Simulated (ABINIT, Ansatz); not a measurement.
An input for Ansatz 0.2.0 (CuI (Marshite)):

```yaml
crystal:
  lattice:
    - [0.0, 3.0315, 3.0315]
    - [3.0315, 0.0, 3.0315]
    - [3.0315, 3.0315, 0.0]
  atoms:
    - { symbol: Cu, position: [0.25, 0.25, 0.25] }
    - { symbol: I, position: [0.0, 0.0, 0.0] }
kpoints:
  mp_grid: { grid: [6, 6, 6] }
hamiltonian:
  xc: pbe
scf:
  occupations: { method: fixed }
dielectric: {}
```

The database entry behind the starting cell differs from later determinations by our own check (about 0.15 % long (mineral sample)), so it need not match the best structure at ambient conditions.

```sh
ansatz run input.yaml --threads 4 --pin off --max-ram 14745MiB --backend cpu --events-out ev --progress --plain --runs-dir out
```

**Question.** How long will it take on 4 threads of Arm Neoverse V1, shared host, and how much memory?

It took 15 s; on shared hardware allow 7.6 s to 30 s. Peak host memory was 0.51 GiB.

[Paths, hosts, dates, memory and timing lines, banners, echoed tables and standing remarks are left out of the program output.]

[Logs are printed without paths, hosts, clocks, repeated set-up lines and the standing remarks that a program may print on its own settings, such as how far it seeks lower states.]

[Runs of the session that timed out or met a known fault of the program may be left out.]

[Hosts, paths, dates, database ids (printed as entryN), source tags and the programs' standing remarks are cut or masked in the printed files.]

[G0W0 gaps are taken among the corrected bands and points alone; a level outside them can change the order at an edge.]

[Where Ansatz stands beside ABINIT at settings called matched, ABINIT's density can come from a denser mesh and the files from another edition; pairs whose starting gaps differed by over 0.03 eV were left out, so agreement reads better than it is.]
